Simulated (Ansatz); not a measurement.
## CdF2 (Fm-3m): phonons against volume

Aim: how the vibrations of CdF2 shift with volume, and the expansion that follows.

Program: Ansatz 0.2.0. Level of theory: DFT PBE, scalar-relativistic, plane waves, PAW. Results are calculated unless marked as measured.

## Step 1: Set-up

The structure is cubic, space group Fm-3m (No. 225). Conventional cell: a = 5.388 Å, b = 5.388 Å, c = 5.388 Å, α = 90.00°, β = 90.00°, γ = 90.00°. Nearest to Cd lie 8 F at 2.33 Å. Nearest to F lie 4 Cd at 2.33 Å. Farther neighbours and most contacts between anions are not listed.

## Step 2: A first coarse run

A cheap single point shows whether the cell is a metal or an insulator and how far it is from rest; that sets the k-mesh and the occupations of what follows.

Contents of input.yaml:

```yaml
crystal:
  lattice:
    - [0.0, 2.694, 2.694]
    - [2.694, 0.0, 2.694]
    - [2.694, 2.694, 0.0]
  atoms:
    - { symbol: Cd, position: [0.0, 0.0, 0.0] }
    - { symbol: F, position: [0.25, 0.25, 0.25] }
    - { symbol: F, position: [0.75, 0.75, 0.75] }
kpoints:
  mp_grid: { grid: [6, 6, 6] }
hamiltonian:
  xc: pbe
scf:
  occupations: { method: gaussian, width: 0.1 }
output:
  forces: true
  stress: true
  eigenvalues: true
```

Started as:

```bash
ansatz run input.yaml --threads 4 --pin off --max-ram 8192MiB --backend cpu --events-out ev --progress --plain --runs-dir out
```

Numbers of over 12 decimals in the logs are rounded to 6 here.

What it wrote:

```text
Engine: ansatz 0.2.0, aarch64-unknown-linux-gnu
Pseudopotentials: kind: paw
Pseudopotential: Cd, paw, valence charge 20, recommended cutoff 420 eV (normal), Cd.paw.azcp
Pseudopotential: F, paw, valence charge 7, recommended cutoff 420 eV (normal), F.paw.azcp
Functional definition: PBE
  parameter kappa = 0.804
  parameter beta = 0.066725
  exchange = pbe_x(kappa = kappa, mu = beta*pi^2/3)
  correlation = pbe_c(beta = beta)
Crystal: 3 atoms, lattice volume = 39.104 Å³
Basis set: ecut = 420 eV, 749 PW (Γ), exchange–correlation on 54×54×54 points (8 copies of the dense FFT grid, shifted against one another)
Bands: 21, of which v1, the nominal top of the filled ones, is band 17 counted from 1 (16 counted from 0)
Symmetry: 48 space group operations
Space group: Fm-3m (ITA 225), of the structure as read, at distance tolerance 3.4e-5 Å
k-points: 16 of 216
Non-local potential: Cd, projectors of the file, l = 0: 3, l = 1: 2, l = 2: 2, l = 3: 1
Non-local potential: F, projectors of the file, l = 0: 2, l = 1: 2, l = 2: 1
PAW form: soft (Blöchl's): semilocal exchange-correlation on the pseudo side does not see the compensation charge
PAW one-centre angular grid: Cd, 590 points (default); XC on 64 Gauss nodes
PAW one-centre angular grid: F, 110 points (default); XC on 64 Gauss nodes
Initial density: superposition of atomic densities (neutral atoms: chi_scale 0, normalization atom), corrected by the library's trained network
Initial wavefunctions: pseudopotential atomic-orbital guess
Functional: x = pbe(κ = 0.804, μ = 0.219515), c = pbe(β = 0.066725)
SCF iter   1: F=—  HF=-9872.134568 eV  |F-HF|=—  |Δ(HF+E_count)|=         —  Δρ=5.64e-4  dr2=1.97e-5  ethr=1.77e-3  ⟨swp⟩=5.2  Hψ=1324  notcnv=0
preconditioner: auto → none  [insulator: Δε(μ)=3.120 eV  Ē_g=16.583 eV  σ=0.100 eV  W_gap=1.00  n_scr=14 (ndim 8)  ℏωp=30.3 eV  f_vac=0.125  D(μ)=0.00/eV (n_scr^D=0)  ε∞_Penn≈4.3]
SCF iter   2: F=—  HF=-9872.135585 eV  |F-HF|=—  |Δ(HF+E_count)|=   1.02e-3  Δρ=3.06e-4  dr2=1.56e-5  ethr=5.79e-8  ⟨swp⟩=3.0  Hψ=890  notcnv=0
SCF iter   3: F=—  HF=-9872.135637 eV  |F-HF|=—  |Δ(HF+E_count)|=   5.25e-5  Δρ=1.73e-4  dr2=1.47e-6  ethr=4.60e-8  ⟨swp⟩=2.0  Hψ=522  notcnv=0
SCF iter   4: F=—  HF=-9872.135677 eV  |F-HF|=—  |Δ(HF+E_count)|=   3.98e-5  Δρ=5.89e-5  dr2=3.92e-7  ethr=4.33e-9  ⟨swp⟩=2.0  Hψ=544  notcnv=0
iter 5 did not close the SCF: its close was put off for the readings that it lacked (scf_convergence_deferred on its scf_iter line)
SCF iter   5: F=-9872.135680 eV  HF=-9872.135680 eV  |F-HF|=1.77e-9  |Δ(HF+E_count)|=   2.88e-6  Δρ=1.59e-5  dr2=6.53e-8  ethr=1.15e-9  ⟨swp⟩=2.0  Hψ=544  notcnv=0
SCF iter   6: F=-9872.135680 eV  HF=-9872.135680 eV  |F-HF|=1.02e-10  |Δ(HF+E_count)|=   3.88e-8  Δρ=4.53e-6  dr2=4.41e-9  ethr=1.92e-10  ⟨swp⟩=2.1  Hψ=1123  notcnv=0
SCF 1 converged in 6 iterations: F = -9872.135680 eV  dr2 = 4.41e-9
  greatest PAW one-centre occupation: 1.000 electrons in one spin orbital (limit 2), on the Cd atom at site 0 (counted from 0), in its partial waves of l = 1
SCF converged after 6 iterations
Free energy (F): -9872.135680 eV
Harris-Foulkes:  -9872.135680 eV  (|F-HF|=1.02e-10)
Internal energy: -9872.135680 eV  (E = F + TS)
E sigma→0 (E₀):  -9872.135680 eV
Fermi energy:    7.988201 eV
--- Per-component energies (eV) ---
  E_band       = -480.599436
  E_kinetic    = 918.928654
  E_local      = -4235.411580  (includes V_loc(G=0)·N_el)
  E_nonlocal   = 184.217291
  E_hartree    = 1877.299421
  E_xc         = -335.365172
  E_vxc        = -424.896600  (∫ρ·V_xc dr)
  E_paw        = -4487.951799  (= ΣΔE_a)
  E_vpaw       = -678.039073  (= ΣTr[D̂ρ^β])
  E_aug_tail   = 0.004137  (compensation charges beyond the density's cutoff)
  E_ewald      = -3793.856633
  E_smearing   = -0.000000  (= −TS)
  E_closure    = 0.000000  (closes the sum)
  Σ components = -9872.135680   (vs F -9872.135680, Δ=0.00e0)
--- Forces (eV/Å), atoms counted from 1 ---
  atom   1  Cd    -0.00000000    -0.00000000    -0.00000000
  atom   2  F      0.00000000    -0.00000000    -0.00000000
  atom   3  F      0.00000000     0.00000000     0.00000000
  max |Σ_I F_I| component: 1.85e-17 eV/Å
--- Stress (GPa, compression-positive) ---
        5.455085       0.000000      -0.000000
        0.000000       5.455085       0.000000
        0.000000      -0.000000       5.455085
  P = ⅓ Tr σ = 5.4551 GPa (54.551 kbar)
--- Band table (eV; the first three rows and the last of 16) ---
  k-point 0: bands = [... 13 lower, 5.4665, 5.9461, 5.9461, 5.9461, 9.5444, 19.1451, 19.1451, 19.1451]
  k-point 1: bands = [... 13 lower, 5.2842, 5.7074, 5.9663, 5.9663, 10.5078, 18.0425, 19.5437, 19.5437]
  k-point 2: bands = [... 13 lower, 4.8565, 4.8565, 6.0201, 6.0201, 12.3840, 16.5414, 20.4352, 20.4352]
  k-point 15: bands = [... 13 lower, 4.2419, 5.6070, 5.8611, 6.4240, 14.5215, 17.1238, 18.0369, 19.2735]
```

Elapsed: 0.4 s, on 4 threads of Arm Neoverse V1, shared host; peak memory 0.28 GiB.

This step gave:

| Item | Value |
| --- | --- |
| pressure | 5.455 GPa |
| gap on the k-mesh | 3.120 eV |
| volume per atom | 13.03 Å³ |

The start is under 5.5 GPa at this level and looks like an insulator or semiconductor on this mesh.

## Step 3: Relaxation

The vibrations must be taken about the equilibrium of this functional, not about the starting cell, so the structure is relaxed.

input.yaml, the sections that differ from step 2:

```yaml
kpoints:
  mp_grid: { grid: [8, 8, 8] }
scf:
  occupations: { method: gaussian, width: 0.02 }
output:
  forces: true
  stress: true
  eigenvalues: true
  write_density: true
  write_potential: true
  elf: true
  volumetric_format: npy
relax:
  adjacent_minimum: "off"
  f_tol: 0.005
  max_steps: 80
  cell: { stress_tol: 0.05 }
# crystal, hamiltonian: as in step 2
```

What it wrote:

```text
[...]
Crystal: 3 atoms, lattice volume = 39.104 Å³
Basis set: ecut = 420 eV, 749 PW (Γ), exchange–correlation on 54×54×54 points (8 copies of the dense FFT grid, shifted against one another)
Bands: 21, of which v1, the nominal top of the filled ones, is band 17 counted from 1 (16 counted from 0)
Symmetry: 48 space group operations
[...]
k-points: 29 of 512
[...]
SCF iter   1: F=—  HF=-9872.134407 eV  |F-HF|=—  |Δ(HF+E_count)|=         —  Δρ=5.58e-4  dr2=1.92e-5  ethr=1.77e-3  ⟨swp⟩=5.1  Hψ=2537  notcnv=0
[...]
SCF iter   6: F=-9872.135515 eV  HF=-9872.135515 eV  |F-HF|=9.42e-10  |Δ(HF+E_count)|=   4.56e-8  Δρ=4.87e-6  dr2=5.29e-9  ethr=1.94e-10  ⟨swp⟩=5.0  Hψ=3336  notcnv=0
SCF 1 converged in 6 iterations: F = -9872.135515 eV  dr2 = 5.29e-9
[...]
relax step   1: F+E_penalty+E_count = -9872.13551471 eV  Δ(F+E_penalty+E_count) = +0.000e0 eV  max|allowed force component| = 5.011e-18 eV/Å  Δτ_max = 0.0000 Å  P = +5.456 GPa  Ω = 39.104 Å³  (6 SCF iters, dr2 threshold 1.00e-7 eV, accepted)
Crystal: 3 atoms, lattice volume = 40.956 Å³
Basis set: ecut = 420 eV, 821 PW (Γ), exchange–correlation on 54×54×54 points (8 copies of the dense FFT grid, shifted against one another)
[...]
iter 1 solved again at ethr=5.95e-5 eV; its pass at ethr=3.10e-3 eV (dr2=2.02e-2 eV) is discarded
[...]
SCF iter   6: F=-9872.158679 eV  HF=-9872.158679 eV  |F-HF|=3.39e-9  |Δ(HF+E_count)|=   1.08e-6  Δρ=5.16e-6  dr2=6.69e-9  ethr=8.82e-10  ⟨swp⟩=9.0  Hψ=3928  notcnv=0
SCF 2 converged in 6 iterations: F = -9872.158679 eV  dr2 = 6.69e-9
relax step   2: F+E_penalty+E_count = -9872.15867878 eV  Δ(F+E_penalty+E_count) = -2.316e-2 eV  max|allowed force component| = 2.776e-17 eV/Å  Δτ_max = 0.0000 Å  P = +0.059 GPa  Ω = 40.956 Å³  energy of the carried Pulay correction = -7.597e-3 eV  (6 SCF iters, dr2 threshold 3.00e-7 eV, accepted)
Crystal: 3 atoms, lattice volume = 40.977 Å³
[...]
SCF iter   5: F=-9872.158597 eV  HF=-9872.158597 eV  |F-HF|=1.18e-10  |Δ(HF+E_count)|=   2.00e-9  Δρ=8.68e-7  dr2=2.52e-10  ethr=2.60e-11  ⟨swp⟩=6.0  Hψ=2935  notcnv=0
SCF 3 converged in 5 iterations: F = -9872.158597 eV  dr2 = 2.52e-10
relax step   3: F+E_penalty+E_count = -9872.15859735 eV  Δ(F+E_penalty+E_count) = +8.143e-5 eV  max|allowed force component| = 1.156e-17 eV/Å  Δτ_max = 0.0000 Å  P = +0.004 GPa  Ω = 40.977 Å³  energy of the carried Pulay correction = -7.683e-3 eV  (5 SCF iters, dr2 threshold 8.84e-9 eV, accepted)
[...]
relax step   4: F+E_penalty+E_count = -9872.16895300 eV  Δ(F+E_penalty+E_count) = -1.036e-2 eV  max|allowed force component| = 1.619e-17 eV/Å  Δτ_max = 0.0000 Å  P = +0.456 GPa  Ω = 40.977 Å³  stress off target by 4.56e-1 GPa  SCF on the basis re-selected at this cell (its energy is not comparable with the rows above)  (6 SCF iters)
[...]
relax step   5: F+E_penalty+E_count = -9872.16851660 eV  Δ(F+E_penalty+E_count) = +4.364e-4 eV  max|allowed force component| = 2.236e-17 eV/Å  Δτ_max = 0.0000 Å  P = +0.038 GPa  Ω = 41.153 Å³  energy of the carried Pulay correction = -7.067e-4 eV  (5 SCF iters, dr2 threshold 3.00e-7 eV, accepted)
[...]
relax step   6: F+E_penalty+E_count = -9872.16916135 eV  Δ(F+E_penalty+E_count) = -6.447e-4 eV  max|allowed force component| = 3.045e-17 eV/Å  Δτ_max = 0.0000 Å  P = +0.051 GPa  Ω = 41.153 Å³  stress off target by 5.12e-2 GPa  SCF on the basis re-selected at this cell (its energy is not comparable with the rows above)  (6 SCF iters)
[...]
relax step   7: F+E_penalty+E_count = -9872.16907890 eV  Δ(F+E_penalty+E_count) = +8.245e-5 eV  max|allowed force component| = 3.624e-17 eV/Å  Δτ_max = 0.0000 Å  P = +0.001 GPa  Ω = 41.175 Å³  energy of the carried Pulay correction = -8.599e-5 eV  (5 SCF iters, dr2 threshold 6.55e-9 eV, accepted)
[...]
SCF iter   6: F=-9872.169172 eV  HF=-9872.169172 eV  |F-HF|=1.82e-12  |Δ(HF+E_count)|=  2.36e-11  Δρ=4.86e-8  dr2=5.41e-13  ethr=1.00e-12  ⟨swp⟩=5.0  Hψ=2479  notcnv=0
SCF 8 converged in 6 iterations: F = -9872.169172 eV  dr2 = 5.41e-13
relax step   8: F+E_penalty+E_count = -9872.16917159 eV  Δ(F+E_penalty+E_count) = -9.269e-5 eV  max|allowed force component| = 4.086e-17 eV/Å  Δτ_max = 0.0000 Å  P = +0.002 GPa  Ω = 41.175 Å³  stress off target by 1.99e-3 GPa  SCF on the basis re-selected at this cell (its energy is not comparable with the rows above)  (6 SCF iters)
[...]
SCF converged after 6 iterations
Free energy (F): -9872.169172 eV
[...]
Internal energy: -9872.169172 eV  (E = F + TS)
E sigma→0 (E₀):  -9872.169172 eV
Fermi energy:    7.140808 eV
[...]
--- Stress (GPa, compression-positive) ---
        0.001990      -0.000000      -0.000000
       -0.000000       0.001990      -0.000000
       -0.000000      -0.000000       0.001990
  P = ⅓ Tr σ = 0.0020 GPa (0.020 kbar)
--- Band table (eV; the first three rows and the last of 29) ---
  k-point 0: bands = [... 13 lower, 4.8300, 5.1246, 5.1246, 5.1246, 8.5983, 18.1319, 18.1319, 18.1319]
  k-point 1: bands = [... 13 lower, 4.7127, 5.0536, 5.1561, 5.1561, 9.1564, 17.4276, 18.3408, 18.3408]
  k-point 2: bands = [... 13 lower, 4.4424, 4.5941, 5.2053, 5.2053, 10.4016, 16.2651, 18.8765, 18.8765]
  k-point 28: bands = [... 13 lower, 4.2632, 4.2632, 5.1802, 5.6831, 13.3432, 17.0145, 17.0145, 17.0316]
--- Relaxed structure (5 steps of the walk, 5 accepted, 3 SCFs on fresh bases) ---
  F+E_penalty+E_count = -9872.16917159 eV   max|allowed force component| = 4.086e-17 eV/Å   (the final SCF, on the basis selected at the relaxed cell)
  cell:  # Å, volume = 41.1749 Å³
    - [0, 2.740738, 2.740738]
    - [2.740738, 0, 2.740738]
    - [2.740738, 2.740738, 0]
  atoms:
    - { symbol: Cd, position: [0, 0, 0] }
    - { symbol: F, position: [0.250000, 0.250000, 0.250000] }
    - { symbol: F, position: [0.75, 0.75, 0.75] }
```

Wall time 4.2 s (4 threads); peak memory 0.33 GiB.

Step by step:

| step | energy less that of the first step (eV) | largest force component (eV/Å) | pressure (GPa) | volume (Å³) |
| --- | --- | --- | --- | --- |
| 1 | 0.0000 | 0.0000 | 5.46 | 39.10 |
| 2 | -0.0232 | 0.0000 | 0.06 | 40.96 |
| 3 | -0.0231 | 0.0000 | 0.00 | 40.98 |
| 4* | -0.0334 | 0.0000 | 0.46 | 40.98 |
| 5 | -0.0330 | 0.0000 | 0.04 | 41.15 |
| 6* | -0.0336 | 0.0000 | 0.05 | 41.15 |
| 7 | -0.0336 | 0.0000 | 0.00 | 41.17 |
| 8* | -0.0337 | 0.0000 | 0.00 | 41.17 |

Relaxation steps marked * repeat the geometry before them on a plane-wave basis chosen anew for their cell, so energy and pressure can jump there.

The run keeps the 48 symmetry operations that it works with, so distortions that break them were not tested.

| conventional cell, symmetrised | before | after | change |
| --- | --- | --- | --- |
| a (Å) | 5.388 | 5.481 | +1.7 % |
| b (Å) | 5.388 | 5.481 | +1.7 % |
| c (Å) | 5.388 | 5.481 | +1.7 % |
| volume (Å³/atom) | 13.03 | 13.72 | +5.3 % |

The relaxed structure:

```
Cd F
1.0
     0.00000    2.74074    2.74074
     2.74074    0.00000    2.74074
     2.74074    2.74074    0.00000
Cd F
1 2
Direct
  0.00000 0.00000 0.00000
  0.25000 0.25000 0.25000
  0.75000 0.75000 0.75000
```

Numbers from this step:

| Quantity | Value |
| --- | --- |
| pressure | 0.001990 GPa |
| gap on the k-mesh | 2.915 eV |
| volume per atom | 13.72 Å³ |

ELF in the ac plane of a cell with a along [110], b along [-110] and c along [001] of the cube at fractional y = 0.000, with atoms of Cd and F within 0.2 Å of it. It is the smooth field of the valence electrons, not physical close to the nuclei.

Ten even steps from '0' (0.00) to '9' (0.83), each cell a mean:
```
8631122125886311221258
5422687413554226874135
2115989731221159897312
0027968941000279689410
0027989840000279898400
0014788620000147886200
0001222100000012221000
0000000000000000000000
0002455310000024553100
0016899730000168997300
0027978951000279789510
1127978840111279788401
4314899612343148996123
7531355214675313552146
9741000025897410000258
```
Columns run along a (7.8 Å), rows up along c (5.5 Å), edges of the conventional cell, whose origin can differ from the input's. Atoms in or near the plane, at fractional coordinates: Cd at (0.00, 0.00), Cd at (0.50, 0.00), F at (0.25, 0.25), F at (0.75, 0.25), F at (0.25, 0.75), F at (0.75, 0.75).

Electrostatic potential energy in the ac plane of a cell with a along [110], b along [-110] and c along [001] of the cube at fractional y = 0.000, with atoms of Cd and F within 0.2 Å of it. With pseudopotentials it is smooth inside the atoms' cores, unlike the true potential.

Values in eV, 8 rows by 16 columns, each cell a mean:
```
-18 -10   6  10   9   9  -5 -16 -18 -10   6  10   9   9  -5 -16
  2   7   7 -23 -28  -2   9   3   2   7   7 -23 -28  -2   9   3
 12  12  10 -14 -20   4  13  12  12  12  10 -14 -20   4  13  12
 13  13  13  12  12  13  13  13  13  13  13  12  12  13  13  13
 13  13  13  11  10  13  13  13  13  13  13  11  10  13  13  13
 11  12   8 -22 -28  -1  12  11  11  12   8 -22 -28  -1  12  11
 -4   3   7 -14 -20   2   6  -2  -4   3   7 -14 -20   2   6  -2
-21 -12   4  11  12   8  -7 -19 -21 -12   4  11  12   8  -7 -19
```
Columns run along a (7.8 Å; values clipped at the 3rd and 97th percentile), rows up along c (5.5 Å), edges of the conventional cell, whose origin can differ from the input's. Atoms in or near the plane, at fractional coordinates: Cd at (0.00, 0.00), Cd at (0.50, 0.00), F at (0.25, 0.25), F at (0.75, 0.25), F at (0.25, 0.75), F at (0.75, 0.75).

Valence density in the ac plane of a cell with a along [110], b along [-110] and c along [001] of the cube at fractional y = 0.000, with atoms of Cd and F within 0.2 Å of it. It is the smooth field of the valence electrons, not physical close to the nuclei.

Values in e/Å³, 8 rows by 16 columns, each cell a mean:
```
11  3  0  0  0  0  1  8 11  3  0  0  0  0  1  8
 0  0  1  5  7  2  0  0  0  0  1  5  7  2  0  0
 0  0  0  4  5  1  0  0  0  0  0  4  5  1  0  0
 0  0  0  0  0  0  0  0  0  0  0  0  0  0  0  0
 0  0  0  0  0  0  0  0  0  0  0  0  0  0  0  0
 0  0  1  5  7  2  0  0  0  0  1  5  7  2  0  0
 1  0  1  4  5  1  0  1  1  0  1  4  5  1  0  1
16  4  0  0  0  0  2 12 16  4  0  0  0  0  2 12
```
Columns run along a (7.8 Å), rows up along c (5.5 Å), edges of the conventional cell, whose origin can differ from the input's. Atoms in or near the plane, at fractional coordinates: Cd at (0.00, 0.00), Cd at (0.50, 0.00), F at (0.25, 0.25), F at (0.75, 0.25), F at (0.25, 0.75), F at (0.75, 0.75).

The relaxation ends with a pressure of 0.00 GPa.

## Step 4: Tight relaxation

The thresholds are tightened for a last relaxation ahead of the phonons, and where mesh or smearing change with them the cell follows.

Contents of input.yaml:

```yaml
crystal:
  lattice:
    - [0.0, 2.7407380303, 2.7407380303]
    - [2.7407380303, 0.0, 2.7407380303]
    - [2.7407380303, 2.7407380303, 0.0]
  atoms:
    - { symbol: Cd, position: [0.0, 0.0, 0.0] }
    - { symbol: F, position: [0.25, 0.25, 0.25] }
    - { symbol: F, position: [0.75, 0.75, 0.75] }
kpoints:
  mp_grid: { grid: [8, 8, 8] }
hamiltonian:
  xc: pbe
scf:
  occupations: { method: fixed }
output:
  forces: true
  stress: true
  eigenvalues: true
relax:
  adjacent_minimum: "off"
  f_tol: 0.001
  max_steps: 60
  cell: { stress_tol: 0.01 }
```

What it wrote:

```text
[...]
Crystal: 3 atoms, lattice volume = 41.175 Å³
Basis set: ecut = 420 eV, 821 PW (Γ), exchange–correlation on 54×54×54 points (8 copies of the dense FFT grid, shifted against one another)
Bands: 21, of which v1, the nominal top of the filled ones, is band 17 counted from 1 (16 counted from 0)
Symmetry: 48 space group operations
[...]
k-points: 29 of 512
[...]
--- Relaxed structure (1 steps of the walk, 1 accepted, 1 SCFs on fresh bases) ---
[...]
cell:  # Å, volume = 41.1749 Å³
    - [0.0, 2.7407380303, 2.7407380303]
    - [2.7407380303, 0.0, 2.7407380303]
    - [2.7407380303, 2.7407380303, 0.0]
  atoms:
    - { symbol: Cd, position: [0.0, 0.0, 0.0] }
    - { symbol: F, position: [0.25, 0.25, 0.25] }
    - { symbol: F, position: [0.750000, 0.750000, 0.750000] }
[key lines of the parts left out:]
SCF converged after 8 iterations
Free energy (F): -9872.169172 eV
Fermi energy:    5.683071 eV
P = ⅓ Tr σ = 0.0020 GPa (0.020 kbar)
```

Run time: 1.2 s. Hardware: 4 threads; peak memory 0.32 GiB; 3.8 s of CPU time.

Little changed from the start: no atom moved by 0.005 Å and no cell edge by 0.1 %.

This step gave:

| Quantity | Value |
| --- | --- |
| pressure | 0.001989 GPa |

The residual pressure is 0.0020 GPa, small enough for phonons.

(Continued in part 2 of 4.)

[Logs are printed without paths, hosts, clocks, repeated set-up lines and the standing remarks that a program may print on its own settings, such as how far it seeks lower states.]

[Hosts, paths, dates, database ids (printed as entryN), source tags and the programs' standing remarks are cut or masked in the printed files.]

[A step with changed settings may run another functional than the one named; its input shows which.]

[Of the runs on displaced cells, only some may be shown.]
